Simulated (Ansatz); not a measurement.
## NaB (Fm-3m): relaxing the cell for a phonon run

Task: relax NaB (Fm-3m) tightly.

Program: Ansatz 0.2.0. Level of theory: DFT PBEsol, scalar-relativistic, plane waves, PAW; PAW set soft_1. Results are calculated unless marked as measured.

### 1. Starting point

Symmetry: Fm-3m, No. 225, cubic system. The conventional cell has a = 5.368 Å, b = 5.368 Å, c = 5.368 Å, α = 90.00°, β = 90.00°, γ = 90.00°. Na has 6 B at 2.68 Å nearest. Nearest to B lie 6 Na at 2.68 Å. Farther neighbours are not listed.

### 2. Probe on a coarse mesh

First a cheap look: the gap decides the mesh and the occupations, the pressure tells how far the cell has to move.

The input, input.yaml:

```yaml
crystal:
  lattice:
    - [0.0, 2.683869, 2.683869]
    - [2.683869, 0.0, 2.683869]
    - [2.683869, 2.683869, 0.0]
  atoms:
    - { symbol: Na, position: [0.0, 0.0, 0.0] }
    - { symbol: B, position: [0.5, 0.5, 0.5] }
kpoints:
  mp_grid: { grid: [6, 6, 6] }
hamiltonian:
  xc: pbesol
  pseudopotentials: { kind: paw, azcp: { folder: soft_1 }, xc_functional: pbe }
scf:
  occupations: { method: gaussian, width: 0.1 }
output:
  forces: true
  stress: true
  eigenvalues: true
```

Launch:

```bash
ansatz run input.yaml --threads 4 --pin off --max-ram 10240MiB --backend cpu --events-out ev --progress --plain --runs-dir out
```

Numbers of over 12 decimals in the logs are rounded to 6 here.

The program printed:

```text
Engine: ansatz 0.2.0, aarch64-unknown-linux-gnu
Pseudopotentials: kind: paw
Pseudopotential: Na, paw, valence charge 9, recommended cutoff 420 eV (normal), soft_1/Na.paw.azcp
Pseudopotential: B, paw, valence charge 3, recommended cutoff 420 eV (normal), soft_1/B.paw.azcp
Functional definition: PBEsol
  exchange = pbesol_x
  correlation = pbesol_c
Crystal: 2 atoms, lattice volume = 38.665 Å³
[...]
k-point 1: bands = ["-48.2281", "-20.3260", "-20.3164", "-20.3164", "-4.2209", "3.8647", "4.8339", "4.8339", "10.4221", "11.8174"]
  k-point 2: bands = ["-48.2272", "-20.3473", "-20.3185", "-20.3185", "-3.3359", "1.8104", "4.5245", "4.5245", "9.8256", "12.9836"]
  k-point 15: bands = ["-48.2261", "-20.3471", "-20.3357", "-20.3303", "-2.0366", "1.5463", "2.6761", "3.1970", "10.2250", "10.5686"]
[key lines of the parts left out:]
SCF converged after 6 iterations
Free energy (F): -1624.665437 eV
Fermi energy:    2.591838 eV
P = ⅓ Tr σ = -0.7414 GPa (-7.414 kbar)
```

Wall time 0.78 s (4 threads of Arm Neoverse V2, shared host); peak memory 0.25 GiB.

Numbers from this step:

| Quantity | Value |
| --- | --- |
| pressure | -0.7414 GPa |
| volume per atom | 19.33 Å³ |
| gap on the k-mesh | 0 eV |

The coarse mesh shows no gap and a pressure of -0.7 GPa.

### 3. Bringing the structure to rest

The cell and atoms are relaxed, since residual forces and stress would shift the frequencies.

Changes to input.yaml since step 2:

```diff
@@ -9,3 +9,3 @@
 kpoints:
-  mp_grid: { grid: [6, 6, 6] }
+  mp_grid: { grid: [14, 14, 14] }
 hamiltonian:
@@ -19 +19,6 @@
   eigenvalues: true
+relax:
+  adjacent_minimum: "off"
+  f_tol: 0.005
+  max_steps: 80
+  cell: { stress_tol: 0.05 }
```

The program printed:

```text
[...]
Crystal: 2 atoms, lattice volume = 38.665 Å³
Basis set: ecut = 420 eV, 749 PW (Γ), exchange–correlation on 54×54×54 points (8 copies of the dense FFT grid, shifted against one another)
Bands: 10, of which v1, the nominal top of the filled ones, is band 6 counted from 1 (5 counted from 0)
Symmetry: 48 space group operations
[...]
k-points: 104 of 2744
[...]
SCF iter   1: F=—  HF=-1624.709841 eV  |F-HF|=—  |Δ(HF+E_count)|=         —  Δρ=1.72e-2  dr2=9.03e-2  ethr=3.10e-3  ⟨swp⟩=5.7  Hψ=5838  notcnv=0
[...]
SCF iter   6: F=-1624.675802 eV  HF=-1624.675802 eV  |F-HF|=2.88e-9  |Δ(HF+E_count)|=   2.51e-7  Δρ=2.68e-6  dr2=4.65e-9  ethr=8.33e-10  ⟨swp⟩=6.9  Hψ=4880  notcnv=0
SCF 1 converged in 6 iterations: F = -1624.675802 eV  dr2 = 4.65e-9
[...]
relax step   1: F+E_penalty+E_count = -1624.67580157 eV  Δ(F+E_penalty+E_count) = +0.000e0 eV  max|allowed force component| = 1.697e-30 eV/Å  Δτ_max = 0.0000 Å  P = -0.993 GPa  Ω = 38.665 Å³  (6 SCF iters, dr2 threshold 1.00e-7 eV, accepted)
Crystal: 2 atoms, lattice volume = 37.482 Å³
Basis set: ecut = 420 eV, 725 PW (Γ), exchange–correlation on 54×54×54 points (8 copies of the dense FFT grid, shifted against one another)
[...]
iter 1 solved again at ethr=4.04e-7 eV; its pass at ethr=3.10e-3 eV (dr2=4.84e-5 eV) is discarded
[...]
SCF iter   3: F=-1624.680373 eV  HF=-1624.680373 eV  |F-HF|=4.69e-8  |Δ(HF+E_count)|=   1.53e-6  Δρ=3.27e-5  dr2=1.43e-7  ethr=1.67e-9  ⟨swp⟩=6.9  Hψ=5628  notcnv=0
SCF 2 converged in 3 iterations: F = -1624.680373 eV  dr2 = 1.43e-7
relax step   2: F+E_penalty+E_count = -1624.68037291 eV  Δ(F+E_penalty+E_count) = -4.571e-3 eV  max|allowed force component| = 6.738e-31 eV/Å  Δτ_max = 0.0000 Å  P = -0.181 GPa  Ω = 37.482 Å³  energy of the carried Pulay correction = +1.561e-4 eV  (3 SCF iters, dr2 threshold 2.00e-7 eV, accepted)
Crystal: 2 atoms, lattice volume = 37.227 Å³
[...]
SCF iter   3: F=-1624.680542 eV  HF=-1624.680542 eV  |F-HF|=4.70e-10  |Δ(HF+E_count)|=   1.17e-7  Δρ=1.12e-5  dr2=1.76e-8  ethr=6.83e-10  ⟨swp⟩=5.9  Hψ=5249  notcnv=0
SCF 3 converged in 3 iterations: F = -1624.680542 eV  dr2 = 1.76e-8
relax step   3: F+E_penalty+E_count = -1624.68054201 eV  Δ(F+E_penalty+E_count) = -1.691e-4 eV  max|allowed force component| = 5.999e-31 eV/Å  Δτ_max = 0.0000 Å  P = +0.012 GPa  Ω = 37.227 Å³  energy of the carried Pulay correction = +1.903e-4 eV  (3 SCF iters, dr2 threshold 8.20e-8 eV, accepted)
[...]
SCF iter   4: F=-1624.680381 eV  HF=-1624.680381 eV  |F-HF|=6.59e-12  |Δ(HF+E_count)|=  1.42e-10  Δρ=1.69e-7  dr2=9.41e-12  ethr=1.00e-12  ⟨swp⟩=6.8  Hψ=5234  notcnv=0
SCF 4 converged in 4 iterations: F = -1624.680381 eV  dr2 = 9.41e-12
relax step   4: F+E_penalty+E_count = -1624.68038098 eV  Δ(F+E_penalty+E_count) = +1.610e-4 eV  max|allowed force component| = 7.437e-31 eV/Å  Δτ_max = 0.0000 Å  P = +0.005 GPa  Ω = 37.227 Å³  stress off target by 5.40e-3 GPa  SCF on the basis re-selected at this cell (its energy is not comparable with the rows above)  (4 SCF iters)
basis re-selected at this cell: Δ(F+E_penalty+E_count) = +1.610e-4 eV, ΔP = -0.006 GPa vs the last step (what re-selecting the basis moved, of the pressure what is left beyond the Pulay correction that the steps carried, after the strain that the cell walked since its last selection, with what the two solves' SCF thresholds leave and, on support functions, any second-order correction that the steps lacked; it is no m [...]
SCF converged after 4 iterations
Free energy (F): -1624.680381 eV
[...]
Internal energy: -1624.675164 eV  (E = F + TS)
E sigma→0 (E₀):  -1624.677773 eV
Entropy (-TS):   -0.005217 eV (-2.608 meV/atom)
Fermi energy:    2.817910 eV
[...]
--- Stress (GPa, compression-positive) ---
        0.005401       0.000000       0.000000
        0.000000       0.005401       0.000000
        0.000000       0.000000       0.005401
  P = ⅓ Tr σ = 0.0054 GPa (0.054 kbar)
--- Band table (eV; the first three rows and the last of 104) ---
[...]
--- Relaxed structure (3 steps of the walk, 3 accepted, 1 SCFs on fresh bases) ---
  F+E_penalty+E_count = -1624.68038098 eV   max|allowed force component| = 7.437e-31 eV/Å   (the final SCF, on the basis selected at the relaxed cell)
  cell:  # Å, volume = 37.2275 Å³
    - [0, 2.650195, 2.650195]
    - [2.650195, 0, 2.650195]
    - [2.650195, 2.650195, 0]
  atoms:
    - { symbol: Na, position: [0, 0, 0] }
    - { symbol: B, position: [0.5, 0.5, 0.5] }
```

Elapsed: 2.5 s, on 4 threads; peak memory 0.33 GiB.

The steps of the relaxation:

| step | energy less that of the first step (eV) | largest force component (eV/Å) | pressure (GPa) | volume (Å³) |
| --- | --- | --- | --- | --- |
| 1 | 0.0000 | 0.0000 | -0.99 | 38.66 |
| 2 | -0.0046 | 0.0000 | -0.18 | 37.48 |
| 3 | -0.0047 | 0.0000 | 0.01 | 37.23 |
| 4* | -0.0046 | 0.0000 | 0.01 | 37.23 |

Relaxation steps marked * repeat the geometry before them on a plane-wave basis chosen anew for their cell, so energy and pressure can jump there.

The run keeps the 48 symmetry operations that it works with, so distortions that break them were not tested.

```
conventional cell, symmetrised  before  after  change
                         a (Å)   5.368  5.300  -1.3 %
                         b (Å)   5.368  5.300  -1.3 %
                         c (Å)   5.368  5.300  -1.3 %
              volume (Å³/atom)   19.33  18.61  -3.7 %
```

Final coordinates:

```
Na B
1.0
     0.00000    2.65020    2.65020
     2.65020    0.00000    2.65020
     2.65020    2.65020    0.00000
Na B
1 1
Direct
  0.00000 0.00000 0.00000
  0.50000 0.50000 0.50000
```

This step gave:

```yaml
pressure: 0.005401 GPa
volume_per_atom: 18.61 Å³
```

In this step the volume went from 19.33 to 18.61 Å³/atom.

### 4. Tight relaxation

Phonons need a cell at rest on their own settings, so the relaxation is repeated with tight tolerances on forces and stress on the k mesh and occupations of the first response run.

input.yaml, the sections that differ from step 3:

```yaml
crystal:
  lattice:
    - [0.0, 2.6501950063, 2.6501950063]
    - [2.6501950063, 0.0, 2.6501950063]
    - [2.6501950063, 2.6501950063, 0.0]
  atoms:
    - { symbol: Na, position: [0.0, 0.0, 0.0] }
    - { symbol: B, position: [0.5, 0.5, 0.5] }
kpoints:
  mp_grid: { grid: [16, 16, 16] }
scf:
  occupations: { method: methfessel_paxton, width: 0.2 }
relax:
  adjacent_minimum: "off"
  f_tol: 0.001
  max_steps: 60
  cell: { stress_tol: 0.01 }
# hamiltonian, output: as in step 3
```

The program printed:

```text
[...]
Crystal: 2 atoms, lattice volume = 37.227 Å³
Basis set: ecut = 420 eV, 725 PW (Γ), exchange–correlation on 54×54×54 points (8 copies of the dense FFT grid, shifted against one another)
Bands: 10, of which v1, the nominal top of the filled ones, is band 6 counted from 1 (5 counted from 0)
[... 1 set-up line as in the run before ...]
[...]
k-points: 145 of 4096
[...]
0.000000       0.000000       0.008235
  P = ⅓ Tr σ = 0.0082 GPa (0.082 kbar)
--- Band table (eV; the first three rows and the last of 145) ---
[...]
--- Relaxed structure (2 steps of the walk, 2 accepted, 1 SCFs on fresh bases) ---
[...]
cell:  # Å, volume = 37.2695 Å³
    - [0, 2.651193, 2.651193]
    - [2.651193, 0, 2.651193]
    - [2.651193, 2.651193, 0]
  atoms:
    - { symbol: Na, position: [0, 0, 0] }
    - { symbol: B, position: [0.5, 0.5, 0.5] }
[key lines of the parts left out:]
SCF converged after 5 iterations
Free energy (F): -1624.677407 eV
Fermi energy:    2.816736 eV
```

The job ended after 2.5 s (4 threads; peak memory 0.35 GiB).

Little changed from the start: no atom moved by 0.005 Å and no cell edge by 0.1 %.

This step gave:

| Item | Value |
| --- | --- |
| pressure | 0.008235 GPa |
| volume per atom | 18.63 Å³ |

The forces vanish by symmetry and the pressure is 0.008 GPa, within the tolerances set. The cell now holds 18.63 Å³/atom.

### 5. Outcome

| Quantity | Value |
| --- | --- |
| space group after relaxation (within 0.01 Å) | Fm-3m |
| lattice constant a | 5.302 Å |
| lattice constant b | 5.302 Å |
| lattice constant c | 5.302 Å |
| volume per atom | 18.6 Å³ |

In words: The forces vanish by symmetry and the pressure is 0.008 GPa, within the tolerances set. The cell now holds 18.63 Å³/atom. The relaxation keeps the symmetry of its start, so it says nothing on stability against lower symmetry. The PAW files were made for PBE and serve the other functionals too.

[Logs are printed without paths, hosts, clocks, repeated set-up lines and the standing remarks that a program may print on its own settings, such as how far it seeks lower states.]

[Hosts, paths, dates, database ids (printed as entryN), source tags and the programs' standing remarks are cut or masked in the printed files.]
